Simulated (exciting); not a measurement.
# Core excitons at the O K edge of Li3ClO, part 3 of 3

Wanted: the near-edge spectrum and the bound core excitons at the O K edge of Li3ClO.

exciting sodium; X-ray absorption, core-level Bethe-Salpeter equation, exchange and statically screened direct term, Tamm-Dancoff, all-electron LAPW+lo LDA.

So far. Step 5 (Independent particles): Maxima (height): 1.3 eV (0.25), 4.5 eV (0.80), 7.3 eV (0.29), 12.0 eV (0.51) and 14.1 eV (0.59). Against the singlet run the r.m.s. difference is 88 %. Moving the earlier curve by +2.9 eV leaves 46 %. The highest maximum lies at 4.5 eV (0.80), against 1.6 eV (1.00). Step 6 (Exchange alone): Maxima (height): 1.3 eV (0.24), 4.5 eV (0.78), 7.3 eV (0.29), 12.1 eV (0.50) and 14.2 eV (0.60). Against the independent-particle run the r.m.s. difference is 3 %.

## 8. Coarser mesh

Changed against the first singlet run: k mesh from 4×4×4 to 2×2×2.

File input.xml:

```
<input>
  <title>Li3ClO</title>
  <structure speciespath="." autormt="false" epslat="1.0e-5">
    <crystal>
      <basevect>7.3856865314 0.0000000000 0.0000000000</basevect>
      <basevect>0.0000000000 7.3856865314 0.0000000000</basevect>
      <basevect>0.0000000000 0.0000000000 7.3856865314</basevect>
    </crystal>
    <species speciesfile="Cl.xml" rmt="2.300">
      <atom coord="0.0000000000 0.0000000000 0.0000000000"/>
    </species>
    <species speciesfile="O.xml" rmt="1.678">
      <atom coord="0.5000000000 0.5000000000 0.5000000000"/>
    </species>
    <species speciesfile="Li.xml" rmt="1.904">
      <atom coord="0.5000000000 0.5000000000 0.0000000000"/>
      <atom coord="0.5000000000 0.0000000000 0.5000000000"/>
      <atom coord="0.0000000000 0.5000000000 0.5000000000"/>
    </species>
  </structure>
  <groundstate do="skip" xctype="LDA_PW" ngridk="4 4 4" rgkmax="7" gmaxvr="14" nempty="8" swidth="0.001" maxscl="100" epsengy="1e-5"/>
  <xs xstype="BSE" ngridk="2 2 2" ngridq="2 2 2" vkloff="0.097 0.273 0.493" rgkmax="7" nempty="26" gqmax="3" lmaxapwwf="5" lmaxemat="2" broad="0.01654" tevout="true">
    <energywindow intv="18.056 19.673" points="439"/>
    <screening screentype="full" nempty="46"/>
    <BSE xas="true" xasspecies="2" xasatom="1" xasedge="K" bsetype="singlet" nstlxas="1 22"/>
    <qpointset>
      <qpoint>0 0 0</qpoint>
    </qpointset>
    <plan>
      <doonly task="xsgeneigvec"/>
      <doonly task="writepmatxs"/>
      <doonly task="scrgeneigvec"/>
      <doonly task="scrwritepmat"/>
      <doonly task="screen"/>
      <doonly task="scrcoulint"/>
      <doonly task="exccoulint"/>
    </plan>
  </xs>
</input>
```

File input.xml for the last start (plan only):

```
  <plan>
    <doonly task="bse"/>
  </plan>
```

Command:

```console
OMP_NUM_THREADS=1 mpirun -n 4 exciting
OMP_NUM_THREADS=4 exciting
```

Numbers of over 12 decimals in the logs are rounded to 6 here.

Output:

```text
| EXCITING SODIUM started for task xsgeneigvec ( 301)                          =
One-shot GS runs for BSE calculations
One-shot GS runs for k+qmt/2 grids
Info(xsgeneigvec): Generating eigenvectors for Q-point      1
Info(xsgeneigvec): Generation of eigenvectors finished
| EXCITING SODIUM started for task writepmatxs ( 320)                          =
Info(writepmatxs): Momentum matrix elements finished
| EXCITING SODIUM started for task scrgeneigvec ( 401)                         =
One-shot GS runs for BSE calculations
One-shot GS runs for k+qmt/2 grids
[...]
Info(setup_bse_block): Setting up RR part of hamiltonian
Info(setup_bse_block): Singlet spin state
Info(bse): Diagonalizing RR Hamiltonian (TDA)
Info(bse): Invoking Lapack routine ZHEEVR
       352 eigen solutions found in the interval:
         i1=       1 i2=     352
Info(bse): Writing excition energies and oscillator strengths to text file.
Info(makespectrum_dist): Making spectrum using formula for coupling with time reversed AR basis.
Info(makespectrum_dist): Using formalism for vanishing momentum transfer.
Info(writederived): Writing quantities derived from the macroscopic dielectric function.
Info(bselauncher): Spectrum finished for iqmt=  1
Info(bselauncher): All done for BSE type singlet
```

Elapsed: 98 s, on 4 MPI ranks of Intel Xeon at 2.70GHz, shared host.

Wall time by task: xsgeneigvec 4.1 s, writepmatxs 5.9 s, scrgeneigvec 3.8 s, scrwritepmat 5.5 s, screen 9 s, scrcoulint 11 s, exccoulint 53 s, bse 0.91 s.

These settings are cheaper. The spectrum differs from the singlet run by 22 % r.m.s. The highest maximum lies at 1.3 eV (1.04), against 1.6 eV (1.00). The first bright state moves from -0.54 to -0.76 eV. The lowest bare transition of this run lies at 0.86 eV, against 0.30. A coarse mesh samples few band energies, and it inflates the long-range part of the attraction.

| E (eV) | first run | this run |
| --- | --- | --- |
| -4.0 | 0.03 | 0.03 |
| -3.0 | 0.05 | 0.05 |
| -2.0 | 0.10 | 0.11 |
| -1.0 | 0.42 | 0.54 |
| 0.0 | 0.72 | 0.43 |
| 1.0 | 0.56 | 0.82 |
| 2.0 | 0.87 | 0.91 |
| 3.0 | 0.38 | 0.37 |
| 4.0 | 0.18 | 0.15 |
| 5.0 | 0.14 | 0.16 |
| 6.0 | 0.23 | 0.27 |
| 7.0 | 0.24 | 0.23 |
| 8.0 | 0.28 | 0.20 |
| 9.0 | 0.38 | 0.43 |
| 10.0 | 0.46 | 0.53 |
| 11.0 | 0.30 | 0.33 |
| 12.0 | 0.24 | 0.24 |
| 13.0 | 0.22 | 0.13 |
| 14.0 | 0.13 | 0.16 |
| 15.0 | 0.12 | 0.12 |

## 9. The levels of theory side by side

| level | curve passes 0.15 (eV) | highest maximum (eV) | its height |
| --- | --- | --- | --- |
| IP | 0.7 | 4.5 | 0.80 |
| RPA | 0.8 | 4.5 | 0.78 |
| singlet | -1.6 | 1.6 | 1.00 |

| E (eV) | IP | RPA | singlet |
| --- | --- | --- | --- |
| -4.0 | 0.01 | 0.01 | 0.03 |
| -3.0 | 0.01 | 0.01 | 0.05 |
| -2.0 | 0.02 | 0.02 | 0.10 |
| -1.0 | 0.03 | 0.02 | 0.42 |
| 0.0 | 0.06 | 0.06 | 0.72 |
| 1.0 | 0.21 | 0.20 | 0.56 |
| 2.0 | 0.17 | 0.16 | 0.87 |
| 3.0 | 0.27 | 0.25 | 0.38 |
| 4.0 | 0.63 | 0.60 | 0.18 |
| 5.0 | 0.61 | 0.62 | 0.14 |
| 6.0 | 0.23 | 0.23 | 0.23 |
| 7.0 | 0.28 | 0.28 | 0.24 |
| 8.0 | 0.25 | 0.25 | 0.28 |
| 9.0 | 0.22 | 0.22 | 0.38 |
| 10.0 | 0.23 | 0.22 | 0.46 |
| 11.0 | 0.38 | 0.37 | 0.30 |
| 12.0 | 0.51 | 0.50 | 0.24 |
| 13.0 | 0.42 | 0.42 | 0.22 |
| 14.0 | 0.58 | 0.58 | 0.13 |
| 15.0 | 0.36 | 0.37 | 0.12 |

## 10. Summary of results

| Item | Value |
| --- | --- |
| absorber and edge | O K, atom 2 |
| surroundings | 6 Li at 1.95 Å (octahedral, site symmetry m-3m) |
| first bright state | -0.54 eV from the Kohn–Sham onset, on this mesh |
| highest maximum | 1.6 eV |
| cost of the BSE run | 14 min on 4 MPI ranks of Intel Xeon at 2.70GHz, shared host; the last task ran on as many threads |

Is a core exciton bound? Yes on this mesh: the first bright state (over 5 % of the brightest) lies at -0.54 eV from the Kohn–Sham onset and at -0.84 eV from the lowest bare transition of its own mesh; weaker or dark states reach down to -0.99 eV. Exchange alone changes the independent-particle spectrum by 3 % r.m.s. Binding energies aren't converged on 64 k points, and fine structure above the first lines is partly noise of the mesh. The kernel cutoff is low for a compact core orbital, so the effect of exchange is a lower bound. The zero comes from the unshifted 4×4×4 ground-state mesh; it is exact only where the band minimum lies on that mesh. The Kohn–Sham onset, 503 eV, is no photon energy: the scale needs a rigid shift. Bands and screening come from semilocal DFT, whose small gap overscreens. Vibrations and energy-dependent lifetimes are left out. The structure is a Materials Project entry, computed there, and may be a hypothetical form.

[Banner, clock and machine lines of the logs are left out without a mark of their own.]

[Logs are printed without paths, hosts, clocks, repeated set-up lines and the standing remarks that a program may print on its own settings, such as how far it seeks lower states.]

[Hosts, paths, dates, database ids (printed as entryN), source tags and the programs' standing remarks are cut or masked in the printed files.]
